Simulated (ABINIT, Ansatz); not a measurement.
# CdF2 (Fm-3m): G0W0 on several meshes in ABINIT

Wanted: mesh dependence and cost of G0W0 for CdF2 (Fm-3m).

Method: PBE and many-body steps on it, plane waves, in ABINIT 10.8.3.

Most raw output is cut from this account.

**1. The starting structure**

It takes space group Fm-3m (No. 225, cubic). The conventional cell has a = 5.388 Å, b = 5.388 Å, c = 5.388 Å, α = 90.00°, β = 90.00°, γ = 90.00°. Cd has 8 F at 2.33 Å nearest. Nearest to F lie 4 Cd at 2.33 Å. Farther neighbours and most contacts between anions are not listed.

Structure file:

```cif
data_structure
_symmetry_space_group_name_H-M 'P 1'
_symmetry_Int_Tables_number 1
_cell_length_a 3.8099
_cell_length_b 3.8099
_cell_length_c 3.8099
_cell_angle_alpha 60.000
_cell_angle_beta 60.000
_cell_angle_gamma 60.000
_cell_volume 39.10
loop_
_atom_site_label
_atom_site_type_symbol
_atom_site_fract_x
_atom_site_fract_y
_atom_site_fract_z
_atom_site_occupancy
Cd1 Cd 0.00000 0.00000 0.00000 1
F2 F 0.25000 0.25000 0.25000 1
F3 F 0.75000 0.75000 0.75000 1
```

The cell and positions come from the Crystallography Open Database and are kept as given unless a step says otherwise.

**2. Empty states on the mesh, 6×6×6 mesh, 276 bands**

This step: ABINIT 10.8.3; DFT, PBE, plane waves, norm-conserving pseudopotentials.

The sums over transitions need many empty states on a uniform mesh; this step solves for them.

The input, run.abi:

```
acell 3*1.0 Angstrom
rprim 
  0.000000000000 2.694000000000 2.694000000000
  2.694000000000 -0.000000000000 2.694000000000
  2.694000000000 2.694000000000 -0.000000000000
ntypat 2
znucl 48 9
natom 3
typat 1 2 2
xred 
  0.000000000000 0.000000000000 0.000000000000
  0.250000000000 0.250000000000 0.250000000000
  0.750000000000 0.750000000000 0.750000000000
pp_dirpath "pseudos"
pseudos "Cd.upf, F.upf"
ecut 47
ngkpt 6 6 6
nshiftk 1
shiftk 0 0 0
kptopt 1
chksymbreak 0
irdden 1
istwfk *1
nband 276
prtvol 0
optdriver 6
gwr_task "HDIAGO"
paral_kgb 0
occopt 1
indata_prefix "in"
outdata_prefix "out"
tmpdata_prefix "tmp"
```

Command:

```console
$ OMP_NUM_THREADS=1 mpirun -n 8 abinit run.abi > log
```

Elapsed: 86 s, on 8 MPI ranks of Arm Neoverse V2, shared host; peak memory 7.6 GiB; 11 min of CPU time.

This step gave:

* gap: 3.143 eV
* k of the valence top: -0.3333, 0.5, 0.1667
* k of the conduction bottom: 0, 0, 0
* least direct gap: 3.619 eV
* k points computed: 16
* lowest point of the top converged band, above the valence top: 189.8734 eV

On this mesh the gap is 3.143 eV.

The density comes from a self-consistent run that is not shown.

**3. Screening, 6×6×6 mesh, 119 bands, screening to 176.9 eV**

The RPA dielectric matrix is built and inverted for each q.

This step: RPA screening on PBE, plane waves, norm-conserving pseudopotentials.

Edit run.abi of step 2 so:

```diff
@@ -21,10 +21,11 @@
 chksymbreak 0
-irdden 1
 istwfk *1
-nband 276
-prtvol 0
-optdriver 6
-gwr_task "HDIAGO"
-paral_kgb 0
 occopt 1
+irdwfk 1
+optdriver 3
+nband 119
+ecuteps 6.5
+inclvkb 2
+awtr 1
+symchi 1
 indata_prefix "in"
```

It took 2 min on 8 MPI ranks; peak memory 3.2 GiB; 16 min of CPU time.

This step gave:

```yaml
eps_infinity_with_local_fields_on_this_mesh_along_the_program_s_q_direction: 2.738
the_same_without_local_fields: 2.901
plasma_frequency: 34.62 eV
plane_waves_in_the_screening_matrix: 181
```

Local fields lower ε∞ by 6 %.

**4. 6×6×6**

The self-energy is evaluated for the states that the input lists, and the levels follow from it, in one-shot runs by the linearised quasiparticle equation.

This step: G0W0 on PBE, plane waves, norm-conserving pseudopotentials.

Edit run.abi of step 3 so:

```diff
@@ -24,8 +24,17 @@
 irdwfk 1
-optdriver 3
+optdriver 4
 nband 119
+gwcalctyp 0
+ecutsigx 47
+symsigma 1
+nkptgw 2
+kptgw 
+  -0.3333333333 0.5000000000 0.1666666667
+  0.0000000000 0.0000000000 0.0000000000
+bdgw 
+  16 19
+  15 21
 ecuteps 6.5
-inclvkb 2
-awtr 1
-symchi 1
+irdscr 1
+ppmodel 1
 indata_prefix "in"
```

Wall time 13 s (8 MPI ranks); peak memory 2.5 GiB.

Numbers from this step:

```
G0W0 gap on the points computed              : 5.343 eV
starting gap on the mesh                     : 3.143 eV
k of the valence top                         : -0.3333, 0.5, 0.1667
k of the conduction bottom                   : 0, 0, 0
Z at the valence top                         : 0.803
Z at the conduction bottom                   : 0.875
least direct G0W0 gap on the computed points : 6.079 eV
```

The gap on the mesh goes from 3.14 eV to 5.34 eV, a correction of +2.20 eV.

**5. Empty states on the mesh, 4×4×4 mesh, 127 bands**

This step: DFT, PBE, plane waves, norm-conserving pseudopotentials.

Edit run.abi of step 4 so:

```diff
@@ -16,3 +16,3 @@
 ecut 47
-ngkpt 6 6 6
+ngkpt 4 4 4
 nshiftk 1
@@ -21,20 +21,10 @@
 chksymbreak 0
+irdden 1
 istwfk *1
+nband 127
+prtvol 0
+optdriver 6
+gwr_task "HDIAGO"
+paral_kgb 0
 occopt 1
-irdwfk 1
-optdriver 4
-nband 119
-gwcalctyp 0
-ecutsigx 47
-symsigma 1
-nkptgw 2
-kptgw 
-  -0.3333333333 0.5000000000 0.1666666667
-  0.0000000000 0.0000000000 0.0000000000
-bdgw 
-  16 19
-  15 21
-ecuteps 6.5
-irdscr 1
-ppmodel 1
 indata_prefix "in"
```

Elapsed: 43 s, on 8 MPI ranks; peak memory 7.5 GiB; 5.7 min of CPU time.

This step gave:

```yaml
gap: 3.124 eV
k_of_the_valence_top: -0.25, 0.5, 0.25
k_of_the_conduction_bottom: 0, 0, 0
least_direct_gap: 3.619 eV
k_points_computed: 8
lowest_point_of_the_top_converged_band_above_the_valence_top: 100.8199 eV
```

On this mesh the gap is 3.124 eV.

**6. Screening, 4×4×4 mesh, 119 bands, screening to 176.9 eV**

This step: RPA screening on PBE, plane waves, norm-conserving pseudopotentials.

Edit run.abi of step 5 so:

```diff
@@ -21,10 +21,11 @@
 chksymbreak 0
-irdden 1
 istwfk *1
-nband 127
-prtvol 0
-optdriver 6
-gwr_task "HDIAGO"
-paral_kgb 0
 occopt 1
+irdwfk 1
+optdriver 3
+nband 119
+ecuteps 6.5
+inclvkb 2
+awtr 1
+symchi 1
 indata_prefix "in"
```

Elapsed: 19 s, on 8 MPI ranks; peak memory 1.9 GiB; 2.6 min of CPU time.

This step gave:

```yaml
eps_infinity_with_local_fields_on_this_mesh_along_the_program_s_q_direction: 2.753
the_same_without_local_fields: 2.916
plasma_frequency: 34.62 eV
plane_waves_in_the_screening_matrix: 181
```

**7. 4×4×4**

This step: G0W0 on PBE, plane waves, norm-conserving pseudopotentials.

Edit run.abi of step 6 so:

```diff
@@ -24,8 +24,17 @@
 irdwfk 1
-optdriver 3
+optdriver 4
 nband 119
+gwcalctyp 0
+ecutsigx 47
+symsigma 1
+nkptgw 2
+kptgw 
+  -0.2500000000 0.5000000000 0.2500000000
+  0.0000000000 0.0000000000 0.0000000000
+bdgw 
+  16 19
+  15 21
 ecuteps 6.5
-inclvkb 2
-awtr 1
-symchi 1
+irdscr 1
+ppmodel 1
 indata_prefix "in"
```

It took 5.2 s on 8 MPI ranks; peak memory 1.5 GiB.

Numbers from this step:

| Item | Value |
| --- | --- |
| G0W0 gap on the points computed | 5.32 eV |
| starting gap on the mesh | 3.124 eV |
| k of the valence top | -0.25, 0.5, 0.25 |
| k of the conduction bottom | 0, 0, 0 |
| Z at the valence top | 0.804 |
| Z at the conduction bottom | 0.875 |
| least direct G0W0 gap on the computed points | 6.08 eV |

Against G0W0 in ABINIT (6×6×6 mesh, 119 bands, screening to 176.9 eV, Godby-Needs plasmon pole), the gap moves by −0.023 eV.

**8. Side by side**

Times are wall times on 8 MPI ranks of Arm Neoverse V2, shared host, good to a factor of about two. A run's time includes the screening step that it read.

| run | mesh | bands | screening cutoff (eV) | DFT gap (eV) | gap on the mesh (eV) | direct (eV) | ε∞ used | time |
| --- | --- | --- | --- | --- | --- | --- | --- | --- |
| 6×6×6 | 6×6×6 | 119 | 176.9 | 3.143 | 5.343 | 6.079 | 2.74 | 2.2 min |
| 4×4×4 | 4×4×4 | 119 | 176.9 | 3.124 | 5.320 | 6.080 | 2.75 | 25 s |

**9. Results**

```json
{
 "6×6×6": "5.343 eV",
 "4×4×4": "5.320 eV",
 "known limits": "not at the basis limit; d shell near the gap, gap tends to lie low; no spin-orbit coupling; coarse k mesh"
}
```

What this shows: 4×4×4: −0.023 eV against 6×6×6, −0.019 eV of it in the start. Bands and cutoff are finite, so the gap is not at the basis limit. The miss can reach some tenths of an eV and take either sign; the mesh is an error of its own. In the G0W0 runs levels were corrected at 2 k points alone, so a gap called «on the mesh» is the least over those, and an edge elsewhere would be missed. A d shell, filled or nearly so, lies near the gap. One-shot GW converges very slowly in bands there, not always from below, and on a semilocal start the gap tends to come out low; starts rich in exact exchange can overshoot instead. The many-body steps are scalar-relativistic: spin-orbit coupling is not in them.

[Paths, hosts, dates, memory and timing lines, banners, echoed tables and standing remarks are left out of the program output.]

[Logs are printed without paths, hosts, clocks, repeated set-up lines and the standing remarks that a program may print on its own settings, such as how far it seeks lower states.]

[Runs of the session that timed out or met a known fault of the program may be left out.]

[Hosts, paths, dates, database ids (printed as entryN), source tags and the programs' standing remarks are cut or masked in the printed files.]

[G0W0 gaps are taken among the corrected bands and points alone; a level outside them can change the order at an edge.]

[Where Ansatz stands beside ABINIT at settings called matched, ABINIT's density can come from a denser mesh and the files from another edition; pairs whose starting gaps differed by over 0.03 eV were left out, so agreement reads better than it is.]
